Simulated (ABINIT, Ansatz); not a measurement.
# Lattice dynamics of RbSnH3 (Pm-3m) in two programs, part 2 of 4

How does RbSnH3 (Pm-3m) vibrate, and is this structure a minimum?

ABINIT 10.8.3; DFT PBEsol, scalar-relativistic, plane waves, PseudoDojo norm-conserving pseudopotentials.

So far. Step 3 (Self-consistent run for the response): The cell stands at -0.49 GPa: the relaxation ran with a smoothed and higher cutoff, and the difference is a stress of the finite basis. The relaxed cell has a = 4.351 Å (conventional setting).

The structure was built from a prototype and need not be the compound's stable phase.

## 4. Zone-centre response

At q = 0 one unit cell holds all displacements. The response is solved for single atoms along the cell's directions, and symmetry skips those that follow from others. The crystal is treated as a metal, which screens a static field, so no field response is asked.

dfpt_gamma.abi

```

# common to the responses
getwfk_filepath "gso_WFK"
kptopt 2
nqpt 1
qpt 0.0 0.0 0.0
asr 0
chneut 0

# displacements
rfphon 1
rfatpol 1 5
rfdir 1 1 1
tolvrs 1.0d-10
prtwf 0

# basis, mesh and filling
ecut 32.0
ngkpt 6 6 6
nshiftk 1
shiftk 0.0 0.0 0.0
istwfk *1
occopt 7
tsmear 0.01
nband 20
nstep 100
diemac 1000000.0
prtebands 0
prtgsr 0
useylm 1

# cell and atoms
acell 3*1.0 Angstrom
rprim 
    4.351402658 0.0 0.0
    0.0 4.351402658 0.0
    0.0 0.0 4.351402658
ntypat 3
znucl 37 50 1
natom 5
typat 1 2 3 3 3
xred 
    0.0 0.0 0.0
    0.5 0.5 0.5
    0.5 0.5 0.0
    0.5 0.0 0.5
    0.0 0.5 0.5
pp_dirpath "./pseudo"
pseudos "Rb.upf, Sn.upf, H.upf"
```

Command:

```sh
OMP_NUM_THREADS=1 mpirun -n 4 abinit dfpt_gamma.abi > dfpt_gamma.log
```

Numbers of over 12 decimals in the logs are rounded to 6 here.

dfpt_gamma.abo, the main output file:

```text
[banners, grids, parts of the stress and lines that vanish by symmetry left out]
- input  file    -> dfpt_gamma.abi
- output file    -> dfpt_gamma.abo
- root for input  files -> dfpt_gammai
- root for output files -> dfpt_gammao

 Symmetries : space group Pm -3 m (#221); Bravais cP (primitive cubic)
================================================================================
 Values of the parameters that define the memory need of the present run (RF).
     intxc =       0      iscf =       7    lmnmax =      18     lnmax =       6
     mgfft =      45  mpssoang =       3    mqgrid =    3001     natom =       5
  nloc_mem =       1    nspden =       1   nspinor =       1    nsppol =       1
      nsym =      48    n1xccc =    2501    ntypat =       3    occopt =       7
   xclevel =       2
-    mband =          20        mffmem =           1         mkmem =          28
-   mkqmem =          28        mk1mem =          28           mpw =        4837
      nfft =       91125          nkpt =         112
- my_mband =          20
================================================================================
================================================================================

--------------------------------------------------------------------------------
------------- Echo of variables that govern the present computation ------------
--------------------------------------------------------------------------------
-
- outvars: echo of selected default values
-   iomode0 =  0 , fftalg0 =312 , wfoptalg0 =  0
-
- outvars: echo of global parameters not present in the input file
-  max_nthreads =    1
-
 -outvars: echo values of preprocessed input variables
 [... echo left out ...]
================================================================================

 chkinp: Checking input parameters for consistency.

[...]
== DATASET  1 ==================================================================
-   mpi_nproc: 4, omp_nthreads: 1 (-1 if OMP is not activated)

--- !DatasetInfo
iteration_state: {dtset: 1, }
dimensions: {natom: 5, nkpt: 112, mband: 20, nsppol: 1, nspinor: 1, nspden: 1, mpw: 4837, }
cutoff_energies: {ecut:  32.0, pawecutdg:  -1.0, }
electrons: {nelect:   2.60000000E+01, charge:   0.00000000E+00, occopt:   7.00000000E+00, tsmear:   1.00000000E-02, }
meta: {optdriver: 1, rfphon: 1, }
...

 mkfilename: getwfk from: gso_WFK

 Real(R)+Recip(G) space primitive vectors, cartesian coordinates (Bohr,Bohr^-1):
 R(1)=  8.2229593  0.0000000  0.0000000  G(1)=  0.1216107  0.0000000  0.0000000
 R(2)=  0.0000000  8.2229593  0.0000000  G(2)=  0.0000000  0.1216107  0.0000000
 R(3)=  0.0000000  0.0000000  8.2229593  G(3)=  0.0000000  0.0000000  0.1216107
 Unit cell volume ucvol=  5.5601233E+02 bohr^3
 Angles (23,13,12)=  9.00000000E+01  9.00000000E+01  9.00000000E+01 degrees
 setup1 : take into account q-point for computing boxcut.

 getcut: wavevector=  0.0000  0.0000  0.0000  ngfft=  45  45  45
         ecut(hartree)=     32.000   => boxcut(ratio)=   2.10128

--- Pseudopotential description ------------------------------------------------
- pspini: atom type   1  psp file is ./pseudo/Rb.upf

- pspini: atom type   2  psp file is ./pseudo/Sn.upf

- pspini: atom type   3  psp file is ./pseudo/H.upf

   1.76793317E+03                                ecore*ucvol(ha*bohr**3)
--------------------------------------------------------------------------------

 ==>  initialize data related to q vector <==

 The list of irreducible perturbations for this q vector is:
    1)    idir= 1    ipert=   1
    2)    idir= 1    ipert=   2
    3)    idir= 1    ipert=   3
    4)    idir= 3    ipert=   3

[...]
The perturbation idir=   2  ipert=   1 is
 symmetric of a previously calculated perturbation.
 So, its SCF calculation is not needed.

 The perturbation idir=   3  ipert=   1 is
 symmetric of a previously calculated perturbation.
 So, its SCF calculation is not needed.

 The perturbation idir=   2  ipert=   2 is
 symmetric of a previously calculated perturbation.
 So, its SCF calculation is not needed.

 The perturbation idir=   3  ipert=   2 is
 symmetric of a previously calculated perturbation.
 So, its SCF calculation is not needed.

[...]
The perturbation idir=   2  ipert=   5 is
 symmetric of a previously calculated perturbation.
 So, its SCF calculation is not needed.

 The perturbation idir=   3  ipert=   5 is
 symmetric of a previously calculated perturbation.
 So, its SCF calculation is not needed.

--------------------------------------------------------------------------------
 Perturbation wavevector (in red.coord.)   0.000000  0.000000  0.000000
 Perturbation : displacement of atom   1   along direction   1
 Found     8 symmetries that leave the perturbation invariant.

[...]
dfpt_looppert : total number of electrons, from k and k+q
  fully or partially occupied states are    2.600000E+01 and    2.600000E+01.
 Initialisation of the first-order wave-functions :
  ireadwf=   0

--- !BeginCycle
iteration_state: {dtset: 1, }
solver: {iscf: 7, nstep: 100, nline: 4, wfoptalg: 0, }
tolerances: {tolvrs: 1.00E-10, }
...

     iter   2DEtotal(Ha)        deltaE(Ha) residm    vres2
-ETOT  1   1.559015     -1.240E+03 5.378E+00 2.689E+02
 ETOT  2  0.790567     -7.684E-01 1.640E-01 9.833E+01
 ETOT  3  0.751444     -3.912E-02 2.896E-02 1.092E+01
 ETOT  4  0.749689     -1.755E-03 1.752E-02 5.041E-01
 ETOT  5  0.749408     -2.810E-04 2.590E-03 1.617E-01
[...]
At SCF step   10       vres2   =  1.09E-11 < tolvrs=  1.00E-10 =>converged.
[...]
Mean square residual over all n,k,spin=   12.325E-08; max=  88.619E-06

 Thirteen components of 2nd-order total energy (hartree) are
 1,2,3: 0th-order hamiltonian combined with 1st-order wavefunctions
     kin0=   8.87394805E+02 eigvalue=   1.34217336E+02  local=  -4.49285916E+02
 4,5,6: 1st-order hamiltonian combined with 1st and 0th-order wfs
 loc psp =  -9.76150706E+02  Hartree=   3.48307808E+02     xc=  -9.31610522E+01
 note that "loc psp" includes a xc core correction that could be resolved
 7,8,9: eventually, occupation + non-local contributions
    edocc=   8.24023680E+01     enl0=   3.30819407E+02   enl1=  -1.50523881E+03
 1-9 gives the relaxation energy (to be shifted if some occ is /=2.0)
   erelax=  -1.24069476E+03
 10,11,12 Non-relaxation  contributions : frozen-wavefunctions and Ewald
 fr.local=   4.27783108E+02 fr.nonlo=   7.53978788E+02  Ewald=   7.79384743E+01
 13,14 Frozen wf xc core corrections (1) and (2)
 frxc 1  =  -1.81979815E+02  frxc 2 =   1.63723572E+02
 Resulting in :
 2DEtotal=    0.7493732365E+00 Ha. Also 2DEtotal=    0.203914845811E+02 eV
    (2DErelax=   -1.2406947553E+03 Ha. 2DEnonrelax=    1.2414441286E+03 Ha)
    (  non-var. 2DEtotal :    7.4937270356E-01 Ha)

[...]
Perturbation wavevector (in red.coord.)   0.000000  0.000000  0.000000
 Perturbation : displacement of atom   2   along direction   1
 Found     8 symmetries that leave the perturbation invariant.

[...]
dfpt_looppert : total number of electrons, from k and k+q
  fully or partially occupied states are    2.600000E+01 and    2.600000E+01.
 Initialisation of the first-order wave-functions :
  ireadwf=   0

--- !BeginCycle
iteration_state: {dtset: 1, }
solver: {iscf: 7, nstep: 100, nline: 4, wfoptalg: 0, }
tolerances: {tolvrs: 1.00E-10, }
...

     iter   2DEtotal(Ha)        deltaE(Ha) residm    vres2
-ETOT  1   5.772781     -2.250E+04 2.883E+01 6.403E+02
[...]
At SCF step   10       vres2   =  6.38E-11 < tolvrs=  1.00E-10 =>converged.
[...]
Mean square residual over all n,k,spin=   10.756E-09; max=  66.452E-07

 Thirteen components of 2nd-order total energy (hartree) are
 1,2,3: 0th-order hamiltonian combined with 1st-order wavefunctions
     kin0=   2.89962669E+04 eigvalue=   2.72079452E+03  local=  -1.43122440E+04
 4,5,6: 1st-order hamiltonian combined with 1st and 0th-order wfs
 loc psp =  -5.91499990E+03  Hartree=   1.93538961E+03     xc=  -3.58144345E+02
 note that "loc psp" includes a xc core correction that could be resolved
 7,8,9: eventually, occupation + non-local contributions
    edocc=   2.19596521E+01     enl0=   3.50202143E+03   enl1=  -3.90970876E+04
 1-9 gives the relaxation energy (to be shifted if some occ is /=2.0)
   erelax=  -2.25060437E+04
 10,11,12 Non-relaxation  contributions : frozen-wavefunctions and Ewald
 fr.local=   2.77214973E+03 fr.nonlo=   1.95252623E+04  Ewald=   8.55795012E+01
 13,14 Frozen wf xc core corrections (1) and (2)
 frxc 1  =  -8.08298873E+02  frxc 2 =   9.31417092E+02
 Resulting in :
 2DEtotal=    0.6601992536E-01 Ha. Also 2DEtotal=    0.179649368887E+01 eV
    (2DErelax=   -2.2506043737E+04 Ha. 2DEnonrelax=    2.2506109757E+04 Ha)
    (  non-var. 2DEtotal :    6.6020832031E-02 Ha)

[...]
Perturbation wavevector (in red.coord.)   0.000000  0.000000  0.000000
 Perturbation : displacement of atom   3   along direction   1
 Found     4 symmetries that leave the perturbation invariant.

[...]
dfpt_looppert : total number of electrons, from k and k+q
  fully or partially occupied states are    2.600000E+01 and    2.600000E+01.
 Initialisation of the first-order wave-functions :
  ireadwf=   0

--- !BeginCycle
iteration_state: {dtset: 1, }
solver: {iscf: 7, nstep: 100, nline: 4, wfoptalg: 0, }
tolerances: {tolvrs: 1.00E-10, }
...

     iter   2DEtotal(Ha)        deltaE(Ha) residm    vres2
-ETOT  1  0.993234     -6.307E+01 4.248E-01 9.456E+02
[...]
At SCF step   10       vres2   =  4.22E-11 < tolvrs=  1.00E-10 =>converged.
[...]
Mean square residual over all n,k,spin=   13.456E-09; max=  13.509E-06

 Thirteen components of 2nd-order total energy (hartree) are
 1,2,3: 0th-order hamiltonian combined with 1st-order wavefunctions
     kin0=   6.79294928E+01 eigvalue=   5.76951345E-01  local=  -1.47714370E+01
 4,5,6: 1st-order hamiltonian combined with 1st and 0th-order wfs
 loc psp =  -9.14972190E+01  Hartree=   1.46422878E+01     xc=  -9.09087845E+00
 note that "loc psp" includes a xc core correction that could be resolved
 7,8,9: eventually, occupation + non-local contributions
    edocc=   4.69596521E+00     enl0=  -7.22043720E-01   enl1=  -3.50234570E+01
 1-9 gives the relaxation energy (to be shifted if some occ is /=2.0)
   erelax=  -6.32603381E+01
 10,11,12 Non-relaxation  contributions : frozen-wavefunctions and Ewald
 fr.local=   5.50139215E+01 fr.nonlo=   1.77018496E+01  Ewald=  -8.65668949E+00
 13,14 Frozen wf xc core corrections (1) and (2)
 frxc 1  =   0.00000000E+00  frxc 2 =   0.00000000E+00
 Resulting in :
 2DEtotal=    0.7987434972E+00 Ha. Also 2DEtotal=    0.217349178146E+02 eV
    (2DErelax=   -6.3260338066E+01 Ha. 2DEnonrelax=    6.4059081563E+01 Ha)
    (  non-var. 2DEtotal :    7.9874356852E-01 Ha)

[...]
Perturbation wavevector (in red.coord.)   0.000000  0.000000  0.000000
 Perturbation : displacement of atom   3   along direction   3
 Found     8 symmetries that leave the perturbation invariant.

--------------------------------------------------------------------------------

--------------------------------------------------------------------------------

 dfpt_looppert : total number of electrons, from k and k+q
  fully or partially occupied states are    2.600000E+01 and    2.600000E+01.
 Initialisation of the first-order wave-functions :
  ireadwf=   0

--- !BeginCycle
iteration_state: {dtset: 1, }
solver: {iscf: 7, nstep: 100, nline: 4, wfoptalg: 0, }
tolerances: {tolvrs: 1.00E-10, }
...

     iter   2DEtotal(Ha)        deltaE(Ha) residm    vres2
-ETOT  1  -3.350832     -6.935E+01 7.820E-01 4.340E+02
[...]
ETOT  9  -3.594819     -5.286E-12 6.474E-07 3.771E-09
 ETOT 10  -3.594819     -5.116E-12 1.210E-07 3.325E-11

 At SCF step   10       vres2   =  3.32E-11 < tolvrs=  1.00E-10 =>converged.
[...]
Mean square residual over all n,k,spin=   38.391E-11; max=  12.104E-08

 Thirteen components of 2nd-order total energy (hartree) are
 1,2,3: 0th-order hamiltonian combined with 1st-order wavefunctions
     kin0=   6.96608537E+01 eigvalue=   7.40991985E-01  local=  -1.64479933E+01
 4,5,6: 1st-order hamiltonian combined with 1st and 0th-order wfs
 loc psp =  -1.01955745E+02  Hartree=   1.81821361E+01     xc=  -1.15727974E+01
 note that "loc psp" includes a xc core correction that could be resolved
 7,8,9: eventually, occupation + non-local contributions
    edocc=   1.00239972E+01     enl0=  -9.94241905E-01   enl1=  -3.72301479E+01
 1-9 gives the relaxation energy (to be shifted if some occ is /=2.0)
   erelax=  -6.95929465E+01
 10,11,12 Non-relaxation  contributions : frozen-wavefunctions and Ewald
 fr.local=  -6.12085342E+00 fr.nonlo=   1.66004672E+01  Ewald=   5.55185135E+01
 13,14 Frozen wf xc core corrections (1) and (2)
 frxc 1  =   0.00000000E+00  frxc 2 =   0.00000000E+00
 Resulting in :
 2DEtotal=   -0.3594819266E+01 Ha. Also 2DEtotal=   -0.978200155423E+02 eV
    (2DErelax=   -6.9592946472E+01 Ha. 2DEnonrelax=    6.5998127205E+01 Ha)
    (  non-var. 2DEtotal :   -3.5948192349E+00 Ha)

[...]
---- first-order wavefunction calculations are completed ----

 ==> Compute Derivative Database <==

 [... matrices left out ...]
  Phonon wavevector (reduced coordinates) :  0.00000  0.00000  0.00000
 Phonon energies in Hartree :
  -5.400155E-03 -5.400155E-03 -5.400155E-03  3.332450E-05  3.332450E-05
   3.332450E-05  3.597459E-04  3.597459E-04  3.597459E-04  2.491422E-03
   2.491422E-03  2.491422E-03  2.612054E-03  2.612054E-03  2.612054E-03
 Phonon frequencies in cm-1    :
- -1.185197E+03 -1.185197E+03 -1.185197E+03  7.313882E+00  7.313882E+00
-  7.313882E+00  7.895510E+01  7.895510E+01  7.895510E+01  5.468039E+02
-  5.468039E+02  5.468039E+02  5.732796E+02  5.732796E+02  5.732796E+02

== END DATASET(S) ==============================================================
================================================================================

 -outvars: echo values of variables after computation
            acell      1.8897261259E+00  1.8897261259E+00  1.8897261259E+00 Bohr
           etotal     -3.5948192664E+00
            fcart      0.0000000000E+00  0.0000000000E+00  0.0000000000E+00
           strten      0.0000000000E+00  0.0000000000E+00  0.0000000000E+00
================================================================================
```

Run time: 1.7 min. Hardware: 4 MPI ranks of Intel Xeon 6975P-C (Granite Rapids), shared host; 6.7 min of CPU time.

This step gave:

```
largest acoustic frequency at the zone centre before the sum rule : 7.31 cm⁻¹
highest optical zone-centre mode (no LO-TO term)                  : 573.3 cm⁻¹
lowest optical zone-centre mode                                   : -1185 cm⁻¹
```

The acoustic modes at Γ come out as far as 7.3 cm⁻¹ from zero, where they should vanish, a small numerical error. The lowest optical mode is imaginary, 1185i cm⁻¹, an instability at this level and on this k mesh.

(Continued in part 3 of 4.)

[Host names and launcher messages were left out of these logs when they were recorded.]

[Logs are printed without paths, hosts, clocks, repeated set-up lines and the standing remarks that a program may print on its own settings, such as how far it seeks lower states.]

[Hosts, paths, dates, database ids (printed as entryN), source tags and the programs' standing remarks are cut or masked in the printed files.]
